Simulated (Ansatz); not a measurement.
# Au-Os-Au stack of (100) layers: lattice stability ahead of a resistivity run

The plan: relax Au-Os-Au stack of (100) layers, check its phonons, and, if the lattice is stable, compute its Eliashberg function and ρ(T).

Method: DFT LDA, scalar-relativistic, plane waves, PAW; PAW set soft_1, in Ansatz 0.2.0.

Most raw output is cut from this account.

### 1. Starting point

The cell holds 3 atoms: 2 Au and 1 Os. Its edges and angles: a = 2.709 Å, b = 2.709 Å, c = 14.832 Å, α = 90.0°, β = 90.0°, γ = 90.0°. Vacuum lies along c.

### 2. Rough relaxation

The start is far from rest, so a relaxation with loose thresholds does the first part.

The input, input.yaml:

```yaml
crystal:
  lattice:
    - [2.70946, 0.0, 0.0]
    - [0.0, 2.70946, 0.0]
    - [0.0, 0.0, 14.83176]
  atoms:
    - { symbol: Au, position: [0.0, 0.0, 0.37082588] }
    - { symbol: Os, position: [0.5, 0.5, 0.5] }
    - { symbol: Au, position: [0.0, 0.0, 0.62917412] }
  periodic: [true, true, false]
kpoints:
  mp_grid: { grid: [8, 8, 1] }
hamiltonian:
  xc: lda
  pseudopotentials: { kind: paw, azcp: { folder: soft_1 }, xc_functional: pbe }
scf:
  occupations: { method: gaussian, width: 0.1 }
output:
  forces: true
  stress: true
  eigenvalues: true
relax:
  adjacent_minimum: "off"
  f_tol: 0.05
  max_steps: 80
  cell: { stress_2d_tol: 0.02 }
```

Command:

```bash
$ ansatz run input.yaml --threads 4 --pin off --max-ram 12288MiB --backend cpu --events-out ev --progress --plain --runs-dir out
```

Wall time 19 s (4 threads of Arm Neoverse V1, shared host); peak memory 0.55 GiB.

Step by step:

```
step  energy less that of the first step (eV)  largest force component (eV/Å)  volume (Å³)
   1                                   0.0000                          0.8763       230.98
   2                                  -0.0909                          0.3686       227.86
   3                                  -0.1207                          0.0725       214.09
   4                                  -0.1463                          0.0100       221.03
   5                                  -0.1468                          0.0002       220.28
   6                                  -0.1469                          0.0001       220.17
  7*                                  -0.1460                          0.0003       220.17
```

Relaxation steps marked * repeat the geometry before them on a plane-wave basis chosen anew for their cell, so energy and pressure can jump there.

The run keeps the 16 symmetry operations that it works with, so distortions that break them were not tested.

```
cell as run  before  after  change
      a (Å)   2.709  2.645  -2.4 %
      b (Å)   2.709  2.645  -2.4 %
```

The atoms that moved most (Å, along periodic axes as changes of fractional coordinates times the final cell, across vacuum about the mean position):

| atom | dx | dy | dz | length |
| --- | --- | --- | --- | --- |
| Au3 | 0.000 | 0.000 | 0.193 | 0.193 |
| Au1 | 0.000 | 0.000 | -0.193 | 0.193 |

The relaxed structure:

```xyz
3
Lattice="2.6453 0.0000 0.0000 0.0000 2.6453 0.0000 0.0000 0.0000 31.4635" Properties=species:S:1:pos:R:3
Au    0.0000    0.0000    5.3066
Os    1.3227    1.3227    7.4159
Au    0.0000    0.0000    9.5252
```

This step gave:

```yaml
metallic_on_mesh: yes
gap_on_the_k_mesh: 0 eV
```

The relaxation ends with a largest force component of 2.8e-4 eV/Å.

### 3. Relaxing cell and atoms

Lattice constant and positions set the bands and the force constants, so the cell is relaxed first.

input.yaml, the sections that differ from step 2:

```yaml
crystal:
  lattice:
    - [2.6453293816, 0.0, 0.0]
    - [0.0, 2.6453293816, 0.0]
    - [0.0, 0.0, 31.4635181842]
  atoms:
    - { symbol: Au, position: [0.0, 0.0, 0.1686577496] }
    - { symbol: Os, position: [0.5, 0.5, 0.2356977359] }
    - { symbol: Au, position: [0.0, 0.0, 0.3027377222] }
  periodic: [true, true, false]
kpoints:
  mp_grid: { grid: [12, 12, 1] }
relax:
  adjacent_minimum: "off"
  f_tol: 0.005
  max_steps: 80
  cell: { stress_2d_tol: 0.02 }
# hamiltonian, scf, output: as in step 2
```

Wall time 22 s (4 threads); peak memory 0.6 GiB.

Relaxation path:

```
step  energy less that of the first step (eV)  largest force component (eV/Å)  volume (Å³)
   1                                   0.0000                          0.0188       220.17
   2                                  -0.0002                          0.0079       220.76
   3                                  -0.0002                          0.0075       220.88
   4                                  -0.0002                          0.0015       220.79
   5                                  -0.0003                          0.0015       220.79
```

The log counts 1 steps on a newly chosen plane-wave basis, not all of them marked here; energy and pressure can jump at such steps. Relaxation step 3 was tried and not accepted.

| cell as run | before | after | change |
| --- | --- | --- | --- |
| a (Å) | 2.645 | 2.649 | +0.1 % |
| b (Å) | 2.645 | 2.649 | +0.1 % |

Final coordinates:

```cif
data_structure
_symmetry_space_group_name_H-M 'P 1'
_symmetry_Int_Tables_number 1
_cell_length_a 2.6491
_cell_length_b 2.6491
_cell_length_c 31.4635
_cell_angle_alpha 90.000
_cell_angle_beta 90.000
_cell_angle_gamma 90.000
_cell_volume 220.79
loop_
_atom_site_label
_atom_site_type_symbol
_atom_site_fract_x
_atom_site_fract_y
_atom_site_fract_z
_atom_site_occupancy
Au1 Au 0.00000 0.00000 0.16890 1
Os2 Os 0.50000 0.50000 0.23570 1
Au3 Au 0.00000 0.00000 0.30250 1
```

### 4. Tight relaxation

Phonons are second derivatives about the minimum, so the remaining forces must be small: the thresholds are tightened.

input.yaml, the sections that differ from step 3:

```yaml
crystal:
  lattice:
    - [2.6490504538, 0.0, 0.0]
    - [0.0, 2.6490504538, 0.0]
    - [0.0, 0.0, 31.4635181842]
  atoms:
    - { symbol: Au, position: [0.0, 0.0, 0.1688997791] }
    - { symbol: Os, position: [0.5, 0.5, 0.2356977359] }
    - { symbol: Au, position: [0.0, 0.0, 0.3024956927] }
  periodic: [true, true, false]
scf:
  occupations: { method: methfessel_paxton, width: 0.2 }
relax:
  adjacent_minimum: "off"
  f_tol: 0.001
  max_steps: 60
  cell: { stress_2d_tol: 0.002 }
# kpoints, hamiltonian, output: as in step 3
```

It took 27 s on 4 threads; peak memory 0.6 GiB.

Little changed from the start: no atom moved by 0.005 Å and no cell edge by 0.1 %.

### 5. Phonons by linear response: q 2×2×1, k 6×6×1

Couplings are defined for a stable lattice alone, so phonons come first.

input.yaml, the sections that differ from step 4:

```yaml
crystal:
  lattice:
    - [2.6484577496, 0.0, 0.0]
    - [0.0, 2.6484577496, 0.0]
    - [0.0, 0.0, 31.4635181842]
  atoms:
    - { symbol: Au, position: [0.0, 0.0, 0.1688594046] }
    - { symbol: Os, position: [0.5, 0.5, 0.2356977359] }
    - { symbol: Au, position: [0.0, 0.0, 0.3025360672] }
  periodic: [true, true, false]
kpoints:
  mp_grid: { grid: [6, 6, 1] }
output:
  eigenvalues: true
phonons:
  method: dfpt
  qmesh: [2, 2, 1]
  temperatures: { t_max: 1000, t_step: 50 }
  qpath:
    path: [[0.0, 0.0, 0.0], [0.0, 0.5, 0.0], [0.5, 0.5, 0.0], [0.0, 0.0, 0.0]]
    npoints: 10
# hamiltonian, scf: as in step 4
# relax: removed
```

Elapsed: 94 s, on 4 threads; peak memory 0.8 GiB.

Numbers from this step:

| Item | Value |
| --- | --- |
| share of imaginary modes in the plain interpolation between solved wavevectors | 0.3326 |
| highest frequency, solved or plainly interpolated | 195.1 cm⁻¹ |

Solved on the 2×2×1 mesh alone; all other wavevectors are interpolated. Phonon branches along the path, in cm⁻¹:

```
  point  branch 1  branch 2  branch 3  branch 4  branch 5  branch 6  branch 7  branch 8  branch 9
      Γ         0         0         0        56        56        90        94        94       149
halfway      -144      -142       -56        46        51       103       110       144       145
      X      -214      -210      -102        32        40        87       103       195       195
halfway      -292      -290      -131        70        85       130       132       188       188
      M      -354      -354      -154        47        73       182       182       182       182
halfway      -230      -227       -97        88        92       137       138       138       138
      Γ         0         0         0        56        56        90        94        94       149
```

Lowest modes at the softest wavevector of the mesh. The modes at q = (0.500, 0.500, 0.000) (shares of kinetic energy by element, %) (negative means imaginary):

```
mode  frequency (cm⁻¹)  Au %  Os %
   1            -354.1     0   100
   2            -354.1     0   100
   3            -154.0     0   100
   4              46.8   100     0
   5              72.7   100     0
   6             181.6   100     0
```

Displacements in mode 1 (-354.1 cm⁻¹), the largest set to 1, in the home cell:
```
Au1  0.00  0.00  0.00
Os2 -1.00  0.00  0.00
Au3  0.00  0.00  0.00
```

Displacements in mode 5 (72.7 cm⁻¹), the largest set to 1, in the home cell:
```
Au1  0.00  0.00  1.00
Os2  0.00  0.00  0.00
Au3  0.00  0.00 -1.00
```

Among the solved wavevectors the lowest mode, translations apart, is -354 cm⁻¹, imaginary.

### 6. Phonons by linear response: q 3×3×1, k 9×9×1

An imaginary mode on so few k-points may come from the sampling, so the phonons are repeated with another q and k mesh.

input.yaml, as its differences from that of step 5:

```diff
@@ -11,3 +11,3 @@
 kpoints:
-  mp_grid: { grid: [6, 6, 1] }
+  mp_grid: { grid: [9, 9, 1] }
 hamiltonian:
@@ -21,3 +21,3 @@
   method: dfpt
-  qmesh: [2, 2, 1]
+  qmesh: [3, 3, 1]
   temperatures: { t_max: 1000, t_step: 50 }
```

Run time: 4 min. Hardware: 4 threads; peak memory 1.5 GiB; 16 min of CPU time.

This step gave:

```
share of imaginary modes in the plain interpolation between solved wavevectors : 0.2167
highest frequency, solved or plainly interpolated                              : 198.4 cm⁻¹
```

Solved on the 3×3×1 mesh alone; all other wavevectors are interpolated. The phonon branches at the labelled points (cm⁻¹):

```csv
point,branch 1,branch 2,branch 3,branch 4,branch 5,branch 6,branch 7,branch 8,branch 9
Γ,0,0,0,56,56,93,95,95,153
halfway,-114,-50,49,55,59,103,117,144,158
X,-172,-96,42,47,84,99,102,194,198
halfway,-176,-147,76,85,108,133,135,189,190
M,-184,-184,70,79,114,182,182,183,183
halfway,-151,-104,67,90,111,133,134,146,152
Γ,0,0,0,56,56,93,95,95,153
```

Lowest modes at the softest wavevector of the mesh. The modes at q = (-0.333, 0.333, 0.000) (shares of kinetic energy by element, %) (negative means imaginary):

```
mode  frequency (cm⁻¹)  Au %  Os %
   1            -174.3     0   100
   2            -144.8     3    97
   3              72.3    94     6
   4              83.6    99     1
   5             111.6    11    89
   6             159.3   100     0
```

Displacements in mode 1 (-174.3 cm⁻¹), the largest set to 1, in the home cell:
```
Au1 0.02 0.02 0.00
Os2 1.00 1.00 0.00
Au3 0.02 0.02 0.00
```

Displacements in mode 6 (159.3 cm⁻¹), the largest set to 1, in the home cell:
```
Au1 -1.00 -1.00  0.00
Os2  0.00  0.00  0.00
Au3  1.00  1.00  0.00
```

The modes has structure finer than the step of the table below, so its rows give means over 20 cm⁻¹, whole bins alone (the curve runs from -194 to 214 cm⁻¹). Peaks (cm⁻¹: height): Au 73.0: 0.0783, 85.8: 0.0656, 103.7: 0.0709, 131.9: 0.0236, 183.2: 0.0596; Os -173.0: 0.0321, -96.1: 0.0155, 111.4: 0.0478, 149.9: 0.0155.

Phonopy on the run's constants, 21x21x1 mesh, Gaussian sigma 2.9 cm⁻¹. Modes against wavenumber; means over each step; values in 1/cm⁻¹/cell:

```
wavenumber (cm⁻¹)       Au       Os
             -180   4.3e-4   0.0193
             -160   7.3e-4   0.0182
             -140   4.7e-4   0.0115
             -120   4.4e-4  0.00997
             -100   4.6e-4   0.0117
              -80   6.2e-4  0.00807
              -60   8.2e-4  0.00540
              -40   9.3e-4  0.00311
              -20  0.00173  0.00255
                0  0.00103   6.5e-4
               20  0.00274  0.00180
               40  0.00963  0.00174
               60   0.0362  0.00392
               80   0.0636  0.00488
              100   0.0473   0.0205
              120   0.0238   0.0159
              140   0.0205  0.00401
              160   0.0286  0.00490
              180   0.0475  0.00134
              200   0.0124   5.4e-4
```

No LO-TO term; unit eigenvectors of the mass-weighted matrix. The modes at Γ (shares of kinetic energy by element, %):

| mode | frequency (cm⁻¹) | symmetry | Au % | Os % |
| --- | --- | --- | --- | --- |
| 1 | 0.0 | unnamed | 67 | 33 |
| 2 | 0.0 | unnamed | 67 | 33 |
| 3 | 0.0 | unnamed | 67 | 33 |
| 4 | 56.2 | Eg | 100 | 0 |
| 5 | 56.2 | Eg | 100 | 0 |
| 6 | 93.3 | A1g | 100 | 0 |
| 7 | 95.1 | Eu | 33 | 67 |
| 8 | 95.1 | Eu | 33 | 67 |
| 9 | 153.4 | A2u | 33 | 67 |

Displacements in mode 4 (56.2 cm⁻¹), the largest set to 1:
```
Au1 -1.00  0.00  0.00
Os2  0.00  0.00  0.00
Au3  1.00  0.00  0.00
```

Displacements in mode 9 (153.4 cm⁻¹), the largest set to 1:
```
Au1  0.00  0.00 -0.48
Os2  0.00  0.00  1.00
Au3  0.00  0.00 -0.48
```

Among the solved wavevectors the lowest mode, translations apart, is -174 cm⁻¹, imaginary.

### 7. Results

```
phonon run of the rows without a label of their own : LDA, q 3×3×1, k 9×9×1
softest mode on the q mesh                          : -174 cm⁻¹ at q = (-0.333, 0.333, 0)
highest frequency, solved or plainly interpolated   : 198 cm⁻¹
```

What this shows: The lattice is dynamically unstable at this level: a mode at q = (-0.333, 0.333, 0) is imaginary, 174i cm⁻¹, so no harmonic coupling constant or resistivity is defined for this structure. These meshes are coarse, and single modes of a metal can move by tens of cm⁻¹ with the k mesh. The coarser mesh found an imaginary mode at another wavevector, which this mesh lacks. Spin–orbit coupling, left out here, matters for Au and Os. The PAW files were made for PBE; under other functionals the run regenerates their frozen core. The structure was built by hand as an ordered model, and its stability against other phases was not tested.

[Logs are printed without paths, hosts, clocks, repeated set-up lines and the standing remarks that a program may print on its own settings, such as how far it seeks lower states.]

[Hosts, paths, dates, database ids (printed as entryN), source tags and the programs' standing remarks are cut or masked in the printed files.]
